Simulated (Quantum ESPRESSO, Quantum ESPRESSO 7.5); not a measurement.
## Work function and surface energy of Ba(110) against thickness

How thick must a slab of Ba(110) be?

Program: Quantum ESPRESSO 7.5. Level of theory: plane-wave DFT, PBE, GBRV ultrasoft pseudopotentials. Results are calculated unless marked as measured.

**What experiment says.**

“Anisotropic work function of elemental crystals” (2019, arxiv:1902.07811) quotes from earlier work for Ba (polycrystalline sample, no single face): work function, loosely compared (polycrystalline sample, no single face) 2.53 eV.

Report form: the programs' logs are mostly left out.

### 1. Starting point

The cell holds 8 atoms: 8 Ba. Cell: a = 4.347 Å, b = 4.347 Å, c = 39.848 Å, α = 90.0°, β = 90.0°, γ = 70.5°. It derives from Ba. Vacuum lies along c.

Structure file:

```xyz
8
Lattice="3.5497 -2.5100 0.0000 3.5497 2.5100 0.0000 0.0000 0.0000 39.8477" Properties=species:S:1:pos:R:3
Ba    0.0000    0.0000    7.5000
Ba    3.5497    0.0000   11.0497
Ba    0.0000    0.0000   14.5994
Ba    3.5497    0.0000   18.1490
Ba    0.0000    0.0000   21.6987
Ba    3.5497    0.0000   25.2484
Ba    0.0000    0.0000   28.7981
Ba    3.5497    0.0000   32.3477
```

### 2. The script

ASE writes the inputs, starts pw.x and reads the results. Under ESM bc1 the zero of energy of a symmetric slab is the vacuum, so the work function is minus the Fermi level.

Contents of run.py:

```python
import json
import numpy as np
from ase.build import bcc110
from ase.calculators.espresso import Espresso, EspressoProfile

profile = EspressoProfile(command='mpirun -n 4 pw.x -nk 4', pseudo_dir='../pseudo')
pseudopotentials = {'Ba': 'ba_pbe_v1.uspp.F.UPF'}
system = {'ecutwfc': 40, 'ecutrho': 200, 'occupations': 'smearing', 'smearing': 'mv', 'degauss': 0.02}


def calculator(name, kpts, **extra):
    data = dict(control=dict(tprnfor=True, verbosity='high', disk_io='none'),
                system=system | extra,
                electrons=dict(conv_thr=1e-07, mixing_beta=0.4, mixing_mode='local-TF',
                               electron_maxstep=100))
    return Espresso(profile=profile, directory=name, pseudopotentials=pseudopotentials, kpts=kpts, input_data=data)


def centre(atoms):
    z = atoms.positions[:, 2]
    atoms.positions[:, 2] -= (z.max() + z.min()) / 2  # ESM wants the slab about z = 0
    return atoms


rows = []
for n in [3, 4, 5, 6, 7, 8]:
    slab = centre(bcc110('Ba', size=(1, 1, n), a=5.02, vacuum=7.5, periodic=True))
    slab.set_initial_magnetic_moments([0.0] * n)
    slab.calc = calculator(f'n{n}', (8, 8, 1), assume_isolated='esm', esm_bc='bc1')
    energy = slab.get_potential_energy()
    work = -slab.calc.get_fermi_level()
    force = slab.get_forces()[-1, 2]
    rows.append([n, energy, work, force])
    print(f'{n} layers: E = {energy:.5f} eV, work function {work:.3f} eV, force on the top atom {force:+.3f} eV/A')

n, energy = np.array(rows)[:, :2].T
slope, offset = np.polyfit(n[1:], energy[1:], 1)
area = np.linalg.norm(np.cross(*slab.cell[:2]))
gamma = offset / (2 * area) * 16.0218
print(f'bulk energy from the slope {slope:.5f} eV an atom; unrelaxed surface energy {gamma:.3f} J/m^2')
json.dump(dict(rows=rows, slope=slope, gamma=gamma), open('result.json', 'w'))
```

Command:

```
$ OMP_NUM_THREADS=1 python run.py
```

Elapsed: 38 min, on 4 MPI ranks of Arm Neoverse V2, shared host; peak memory 2.8 GiB; 2.5 h of CPU time.

Numbers from this step:

| Quantity | Value |
| --- | --- |
| surface energy | 0.3135 J/m² |
| work function of the thickest slab | 2.413 eV |

Work function against layers:

```csv
layers,work function (eV)
3.00,2.42
4.00,2.41
5.00,2.41
6.00,2.41
7.00,2.41
8.00,2.41
```

Table of force on the top atom along the normal by layers:

```csv
layers,force on the top atom along the normal (eV/Å)
3.00,-0.0490
4.00,-0.0575
5.00,-0.0747
6.00,-0.0577
7.00,-0.0489
8.00,-0.0486
```

Table of energy less the bulk line's slope by layers:

```csv
layers,energy less the bulk line's slope (meV)
3.00,699
4.00,698
5.00,697
6.00,697
7.00,697
8.00,697
```

### 3. The script: LDA, GBRV ultrasoft

Level of this step: plane-wave DFT, LDA, GBRV ultrasoft pseudopotentials (Quantum ESPRESSO 7.5).

run.py is the input of step 2 with these lines changed:

```diff
@@ -6,3 +6,3 @@
 profile = EspressoProfile(command='mpirun -n 4 pw.x -nk 4', pseudo_dir='../pseudo')
-pseudopotentials = {'Ba': 'ba_pbe_v1.uspp.F.UPF'}
+pseudopotentials = {'Ba': 'ba_lda_v1.uspp.F.UPF'}
 system = {'ecutwfc': 40, 'ecutrho': 200, 'occupations': 'smearing', 'smearing': 'mv', 'degauss': 0.02}
```

Command:

```
$ OMP_NUM_THREADS=1 python run.py
```

Wall time 34 min (4 MPI ranks); peak memory 2.8 GiB; 2.3 h of CPU time.

Read from the output:

```
surface energy                     : 0.3758 J/m²
work function of the thickest slab : 2.578 eV
```

Table of work function by layers:

```csv
layers,work function (eV)
3.00,2.58
4.00,2.58
5.00,2.58
6.00,2.58
7.00,2.58
8.00,2.58
```

Force on the top atom along the normal against layers:

```csv
layers,force on the top atom along the normal (eV/Å)
3.00,-0.191
4.00,-0.196
5.00,-0.196
6.00,-0.196
7.00,-0.205
8.00,-0.198
```

The energy less the bulk line's slope stays at 836 meV for layers from 3 to 8.

### 4. By hand

γ = (E_N − N e_bulk)/(2A). The excess of the thickest slab is 0.697 eV and A = 17.819 Å²: 0.697/(2 × 17.819) × 16.02 = 0.31 J/m² (1 eV/Å² = 16.02 J/m²); the fit's intercept gives 0.31.

### 5. What came out

| Quantity | Value |
| --- | --- |
| work function of the thickest slab, PBE, GBRV ultrasoft | 2.41 eV |
| unrelaxed surface energy, PBE, GBRV ultrasoft | 0.31 J/m² |
| work function of the thickest slab, LDA, GBRV ultrasoft | 2.58 eV |
| unrelaxed surface energy, LDA, GBRV ultrasoft | 0.38 J/m² |

What this shows: The thickest slab gives a work function of 2.41 eV and the series an unrelaxed surface energy of 0.31 J/m² (PBE, GBRV ultrasoft). The work function swings by 0.01 eV over 3 to 8 layers and by 0.00 eV over the last step; confined states crossing the Fermi level and the finite mesh both contribute. From 3 layers on it stays within 0.1 eV. The force on the top atom of the thickest slab points inwards (0.05 eV/Å). The slabs are cut from the bulk at the tabulated lattice constant and not relaxed; the surface energy comes from a straight line through the energies of all but the thinnest slab.

Computed beside measured:

| quantity | measured | PBE, GBRV | LDA, GBRV |
| --- | --- | --- | --- |
| work function, loosely compared (polycrystalline sample, no single face) (eV) | 2.53 | 2.41 (-0.12 eV) | 2.58 (+0.05 eV) |

Measured values from arxiv:1902.07811 (2019).

Verdict: A polycrystal averages over faces, so this is a loose comparison.

[Logs are printed without paths, hosts, clocks, repeated set-up lines and the standing remarks that a program may print on its own settings, such as how far it seeks lower states.]

[Hosts, paths, dates, database ids (printed as entryN), source tags and the programs' standing remarks are cut or masked in the printed files.]

[Maps of the electrostatic potential energy from Ansatz leave out the sawtooth potential of an applied field or a dipole correction, so their vacuum need not be flat; planar profiles and work functions include it.]
